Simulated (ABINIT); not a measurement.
# A GW run on H6PbCBr3N (Pm) in ABINIT, with inputs changed, part 2 of 2

Aim: change inputs of a GW run on H6PbCBr3N (Pm) and see what moves.

ABINIT 10.8.3; LDA and many-body steps on it, plane waves. Known limits of the many-body steps: not at the basis limit; no spin-orbit coupling; coarse k mesh.

So far. Step 2 (Screening, 2×2×2 mesh, 182 bands, screening to 108.8 eV): Local fields lower ε∞ by 12 %. On a Γ-centred mesh this coarse the value itself is usually too large, while a short band sum pulls it down. Step 3 (Base): The gap on the mesh goes from 1.95 eV to 3.77 eV, a correction of +1.82 eV.

## Step 6: Broadening of the poles

Level of this step: G0W0 on LDA, plane waves, norm-conserving pseudopotentials (ABINIT).

File run.abi:

```
acell 3*1.0 Angstrom
rprim 
  6.038531000000 -0.000000000000 -0.000000000000
  -0.000000000000 6.059680000000 0.000000000000
  -0.007679000000 0.000000000000 6.128174000000
ntypat 5
znucl 1 82 6 35 7
natom 12
typat 1 1 1 1 1 1 2 3 4 4 4 5
xred 
  0.218258000000 0.862101000000 0.968190000000
  0.177786000000 -0.000000000000 0.198636000000
  0.825095000000 0.851944000000 0.061619000000
  0.869341000000 -0.000000000000 0.811715000000
  0.825095000000 0.148056000000 0.061619000000
  0.218258000000 0.137899000000 0.968190000000
  0.475266000000 0.500000000000 0.477994000000
  0.897311000000 -0.000000000000 0.988520000000
  0.430028000000 0.500000000000 0.972748000000
  0.434852000000 -0.000000000000 0.512708000000
  0.966538000000 0.500000000000 0.440736000000
  0.140606000000 -0.000000000000 0.032465000000
pp_dirpath "pseudos"
pseudos "H.upf, Pb.upf, C.upf, Br.upf, N.upf"
ecut 37
ngkpt 2 2 2
nshiftk 1
shiftk 0 0 0
kptopt 1
chksymbreak 0
istwfk *1
occopt 1
irdwfk 1
optdriver 4
nband 182
gwcalctyp 0
ecutsigx 37
symsigma 1
nkptgw 2
kptgw 
  0.5000000000 0.5000000000 0.5000000000
  0.0000000000 0.0000000000 0.0000000000
bdgw 
  43 46
  43 46
ecuteps 4
irdscr 1
ppmodel 1
zcut 1.0 eV
indata_prefix "in"
outdata_prefix "out"
tmpdata_prefix "tmp"
```

Command:

```
> OMP_NUM_THREADS=1 mpirun -n 16 abinit run.abi > log
```

The program printed:

```text
.Version 10.8.3 of ABINIT. v10.8.2 released Aug 2026.

 Symmetries : space group Pm (#  6); Bravais mP (primitive monocl.)
[... echo of the input left out ...]
== DATASET  1 ==================================================================
-   mpi_nproc: 16, omp_nthreads: 1 (-1 if OMP is not activated)

--- !DatasetInfo
iteration_state: {dtset: 1, }
dimensions: {natom: 12, nkpt: 8, mband: 182, nsppol: 1, nspinor: 1, nspden: 1, mpw: 16306, }
cutoff_energies: {ecut:  37.0, pawecutdg:  -1.0, }
[...]
Band     E0 <VxcDFT>   SigX SigC(E0)      Z dSigC/dE  Sig(E)    E-E0       E
[...]
45   3.988  -8.039  -3.906  -3.070   0.838  -0.193  -7.148   0.891   4.879
       46   5.213 -11.870  -7.553  -3.096   0.803  -0.246 -10.890   0.980   6.193

== END DATASET(S) ==============================================================
================================================================================

 -outvars: echo values of variables after computation  --------
           etotal      0.0000000000E+00
            nband         182
             nkpt           8
          spgroup           6
 [... the other variables as echoed above ...]

 Calculation completed.
```

It took 37 s on 16 MPI ranks of Arm Neoverse N1, shared host; peak memory 7 GiB; 9.7 min of CPU time.

Numbers from this step:

* G0W0 gap on the points computed: 3.771 eV
* starting gap on the mesh: 1.949 eV
* k of the valence top: 0.5, 0.5, 0.5
* k of the conduction bottom: 0.5, 0.5, 0.5
* least direct G0W0 gap on the computed points: 3.771 eV

Against G0W0 in ABINIT (2×2×2 mesh, 182 bands, screening to 108.8 eV, Godby-Needs plasmon pole), the gap moves by +0.000 eV.

## Step 7: Smaller part of the screening matrix

Edit run.abi of step 6 so:

```diff
@@ -45,6 +45,5 @@
   43 46
-ecuteps 4
+ecuteps 2
 irdscr 1
 ppmodel 1
-zcut 1.0 eV
 indata_prefix "in"
```

The program printed:

```text
.Version 10.8.3 of ABINIT. v10.8.2 released Aug 2026.

 Symmetries : space group Pm (#  6); Bravais mP (primitive monocl.)
[... echo of the input left out ...]
== DATASET  1 ==================================================================
-   mpi_nproc: 16, omp_nthreads: 1 (-1 if OMP is not activated)

--- !DatasetInfo
iteration_state: {dtset: 1, }
dimensions: {natom: 12, nkpt: 8, mband: 182, nsppol: 1, nspinor: 1, nspden: 1, mpw: 16306, }
cutoff_energies: {ecut:  37.0, pawecutdg:  -1.0, }
electrons: {nelect:   8.80000000E+01, charge:   0.00000000E+00, occopt:   1.00000000E+00, tsmear:   1.00000000E-02, }

 SIGMA: Calculation of the GW corrections

 Based on a program developped by R.W. Godby, V. Olevano, G. Onida, and L. Reining.
 Incorporated in ABINIT by V. Olevano, G.-M. Rignanese, and M. Torrent.
.Using double precision arithmetic ; gwpc =  8

[... cell and pseudopotentials left out ...]
--------------------------------------------------------------------------------

 ==== K-mesh for the wavefunctions ====
 Number of points in the irreducible wedge :     8
[... list of points left out ...]
 Together with  2 symmetry operations and time-reversal symmetry
 yields     8 points in the full Brillouin Zone.

 ==== Q-mesh for screening function ====
 Number of points in the irreducible wedge :     8
[... list of points left out ...]
 Together with  2 symmetry operations and time-reversal symmetry
 yields     8 points in the full Brillouin Zone.

 vcoul_init : cutoff-mode = AUXILIARY_FUNCTION
 q-points for optical limit:   1
     1)      0.000010    0.000020    0.000030
 setmesh: FFT mesh size selected  =    64x   64x   64
          total number of points  =       262144

 Number of electrons calculated from density =   88.0000; Expected =   88.0000
[...]
number of omega for Sigma on real axis              0
 max omega for Sigma on real axis  [eV]           0.00
 zcut for avoiding poles [eV]                     0.10

 EPSILON^-1 parameters (SCR file):
 dimension of the eps^-1 matrix on file            595
 dimension of the eps^-1 matrix used               203
 number of plane-waves for wavefunctions         16279
 number of bands                                   182
 number of q-points in IBZ                           8
 number of frequencies                               2
 number of real frequencies                          1
 number of imag frequencies                          1

 matrix elements of self-energy operator (all in [eV])

 Perturbative Calculation

--- !SelfEnergy_ee
iteration_state: {dtset: 1, }
kpoint     : [   0.500,    0.500,    0.500, ]
spin       : 1
KS_gap     :    1.949
QP_gap     :    3.756
Delta_QP_KS:    1.807
data: !SigmaeeData |
     Band     E0 <VxcDFT>   SigX SigC(E0)      Z dSigC/dE  Sig(E)    E-E0       E
       43  -0.643 -14.633 -19.345   3.014   0.790  -0.266 -15.974  -1.342  -1.985
       44   0.117 -15.527 -18.546   2.106   0.803  -0.245 -16.260  -0.733  -0.616
       45   2.066 -10.923  -6.693  -2.916   0.817  -0.224  -9.849   1.074   3.141
[...]
--- !SelfEnergy_ee
iteration_state: {dtset: 1, }
kpoint     : [   0.000,    0.000,    0.000, ]
spin       : 1
KS_gap     :    4.841
QP_gap     :    6.997
Delta_QP_KS:    2.156
data: !SigmaeeData |
     Band     E0 <VxcDFT>   SigX SigC(E0)      Z dSigC/dE  Sig(E)    E-E0       E
[...]
45   3.988  -8.039  -3.906  -3.129   0.840  -0.190  -7.195   0.844   4.832
       46   5.213 -11.870  -7.553  -3.124   0.805  -0.242 -10.910   0.960   6.173

== END DATASET(S) ==============================================================
================================================================================

 -outvars: echo values of variables after computation  --------
           etotal      0.0000000000E+00
            nband         182
             nkpt           8
          spgroup           6
 [... the other variables as echoed above ...]

 Calculation completed.
```

It took 15 s on 16 MPI ranks; peak memory 4.2 GiB.

This step gave:

- G0W0 gap on the points computed: 3.757 eV
- starting gap on the mesh: 1.949 eV
- k of the valence top: 0.5, 0.5, 0.5
- k of the conduction bottom: 0.5, 0.5, 0.5
- Z at the valence top: 0.803
- Z at the conduction bottom: 0.817
- least direct G0W0 gap on the computed points: 3.757 eV

## Step 8: More bands than the file holds

Edit run.abi of step 7 so:

```diff
@@ -34,3 +34,3 @@
 optdriver 4
-nband 182
+nband 546
 gwcalctyp 0
@@ -45,3 +45,3 @@
   43 46
-ecuteps 2
+ecuteps 4
 irdscr 1
```

The program printed:

```text
.Version 10.8.3 of ABINIT. v10.8.2 released Aug 2026.

 Symmetries : space group Pm (#  6); Bravais mP (primitive monocl.)
================================================================================
 Values of the parameters that define the memory need of the present run
     intxc =       0    ionmov =       0      iscf =       7    lmnmax =       6
     lnmax =       6     mgfft =      64  mpssoang =       3    mqgrid =    3171
     natom =      12  nloc_mem =       1    nspden =       1   nspinor =       1
    nsppol =       1      nsym =       2    n1xccc =    2501    ntypat =       5
    occopt =       1   xclevel =       1
-    mband =         546        mffmem =           1         mkmem =           1
       mpw =       16306          nfft =      262144          nkpt =           8
================================================================================
  Rough estimation (10% accuracy) of disk space for files :
================================================================================

--------------------------------------------------------------------------------
------------- Echo of variables that govern the present computation ------------
--------------------------------------------------------------------------------
 -outvars: echo values of preprocessed input variables --------
            acell      1.8897261259E+00  1.8897261259E+00  1.8897261259E+00 Bohr

             bdgw          43      46      43      46
      chksymbreak           0
             ecut      3.70000000E+01 Hartree
          ecuteps      4.00000000E+00 Hartree
         ecutsigx      3.70000000E+01 Hartree
          ecutwfn      3.70000000E+01 Hartree
-          fftalg         312
           irdscr           1
           irdwfk           1

[...]
nproj     2     2     2
  pspatm : epsatm=   31.36108882
         --- l  ekb(1:nproj) -->
[...]
pspatm: atomic psp has been read  and splines computed

- N Generated using ONCVPSP code by D. R. Hamann
-  7.00000   5.00000  180309                  znucl, zion, pspdat
12 -1012 1 -1 1058                            pspcod,pspxc,lmax,lloc,mmax
     nproj     2     2     0
  pspatm : epsatm=    5.30777321
         --- l  ekb(1:nproj) -->
             0    7.408032    0.617798
             1   -4.361519   -1.032581
 pspatm: atomic psp has been read  and splines computed

   1.17196859E+04                                ecore*ucvol(ha*bohr**3)
--------------------------------------------------------------------------------

--- !ERROR
message: |
    Number of bands stored WFK file is less than required.
    WFK mband: 200, self-energy nband: 546

--- !ERROR
message: |
    Number of bands stored WFK file is less than required.
    WFK mband: 200, self-energy nband: 546

--- from the log ---
Number of bands stored WFK file is less than required.
    WFK mband: 200, self-energy nband: 546
#0  0xb59d691f788b in ???
#1  0xb59d67e5dd8b in ???
#2  0xb59d67e63853 in ???
#3  0xb59d67dcb927 in ???
#4  0xb59d67db651f in ???
#5  0xb59d67dbce13 in ???
#6  0x57feee796573 in __libc_start_call_main
#7  0x57feee796657 in __libc_start_main_impl
#8  0xb59d67db206f in ???
#9  0xffffffffffffffff in ???
#0  0xbf445994788b in ???
#1  0xbf44585add8b in ???
#2  0xbf44585b3853 in ???
#3  0xbf445851b927 in ???
#4  0xbf445850651f in ???
#5  0xbf445850ce13 in ???
#6  0x45169ea36573 in __libc_start_call_main
#7  0x45169ea36657 in __libc_start_main_impl
#8  0xbf445850206f in ???
#9  0xffffffffffffffff in ???
#0  0xc57c3bf2788b in ???
#1  0xc57c3ab8dd8b in ???
#2  0xc57c3ab93853 in ???
#3  0xc57c3aafb927 in ???
#4  0xc57c3aae651f in ???
#5  0xc57c3aaece13 in ???
#6  0x47cbb78b6573 in __libc_start_call_main
#7  0x47cbb78b6657 in __libc_start_main_impl
#8  0xc57c3aae206f in ???
#9  0xffffffffffffffff in ???
#0  0xbf38d5cb788b in ???
#1  0xbf38d491dd8b in ???
#2  0xbf38d4923853 in ???
#3  0xbf38d488b927 in ???
#4  0xbf38d487651f in ???
```

Run time: 6.2 s. Hardware: 16 MPI ranks; peak memory 0.78 GiB; 98 s of CPU time.

The run stopped with an error after 6.2 s.

The program's words: Number of bands stored WFK file is less than required. WFK mband: 200, self-energy nband: 546 #6  0x57feee796573 in __libc_start_call_main #7  0x57feee796657 in __libc_start_main_impl #6  0x45169ea36573 in __libc_start_call_main #7  0x45169ea36657 in __libc_start_main_impl #6  0x47cbb78b6573 in __libc_start_call_main #7  0x47cbb78b6657 in __libc_start_main_impl

The fault put into this input: more bands than the file holds.

## Step 9: Side by side

Times are wall times on 16 MPI ranks of Arm Neoverse N1, shared host, good to a factor of about two. A run's time includes the screening step that it read.

| run | mesh | bands | screening cutoff (eV) | DFT gap (eV) | gap on the mesh (eV) | direct (eV) | ε∞ used | time |
| --- | --- | --- | --- | --- | --- | --- | --- | --- |
| base | 2×2×2 | 182 | 108.8 | 1.949 | 3.771 | 3.771 | 6.73 | 5.2 min |
| exchange cutoff | 2×2×2 | 182 | 108.8 | 1.949 | 3.473 | 3.473 | 6.73 | 5.1 min |
| scissors in G | 2×2×2 | 182 | 108.8 | 1.949 | 3.829 | 3.829 | 6.73 | 5.2 min |
| broadening of the poles | 2×2×2 | 182 | 108.8 | 1.949 | 3.771 | 3.771 | 6.73 | 5.2 min |
| smaller part of the screening matrix | 2×2×2 | 182 | 54.4 | 1.949 | 3.757 | 3.757 | 6.73 | 4.8 min |

## Step 10: Results

| Item | Value |
| --- | --- |
| base | 3.771 eV |
| exchange cutoff | 3.473 eV |
| scissors in G | 3.829 eV |
| broadening of the poles | 3.771 eV |
| smaller part of the screening matrix | 3.757 eV |
| known limits | not at the basis limit; no spin-orbit coupling; coarse k mesh |

What this shows: Exchange cutoff: −0.298 eV against base (keys changed: ecutsigx). Scissors in G: +0.058 eV against base (keys changed: mbpt_sciss). Broadening of the poles: no change against base (keys changed: zcut). Smaller part of the screening matrix: −0.014 eV against base (keys changed: ecuteps). Bands and cutoff are finite, so the gap is not at the basis limit. The miss can reach some tenths of an eV and take either sign; the mesh is an error of its own. In the first G0W0 run levels were corrected at 2 k points alone, so a gap called «on the mesh» is the least over those, and an edge elsewhere would be missed. The 2×2×2 mesh is coarse for this cell, which bears on the long-range parts of exchange and screening. Where an edge is built on 6p states of lead, bismuth or thallium, scalar-relativistic gaps usually stand too wide, by a few tenths to over one eV. The many-body steps are scalar-relativistic: spin-orbit coupling is not in them.

[Paths, hosts, dates, memory and timing lines, banners, echoed tables and standing remarks are left out of the program output.]

[Logs are printed without paths, hosts, clocks, repeated set-up lines and the standing remarks that a program may print on its own settings, such as how far it seeks lower states.]

[Runs of the session that timed out or met a known fault of the program may be left out.]

[No measured gap is set beside runs whose start may be inverted or whose files or cutoffs have a known fault.]

[Hosts, paths, dates, database ids (printed as entryN), source tags and the programs' standing remarks are cut or masked in the printed files.]

[G0W0 gaps are taken among the corrected bands and points alone; a level outside them can change the order at an edge.]

[Where Ansatz stands beside ABINIT at settings called matched, ABINIT's density can come from a denser mesh and the files from another edition; pairs whose starting gaps differed by over 0.03 eV were left out, so agreement reads better than it is.]
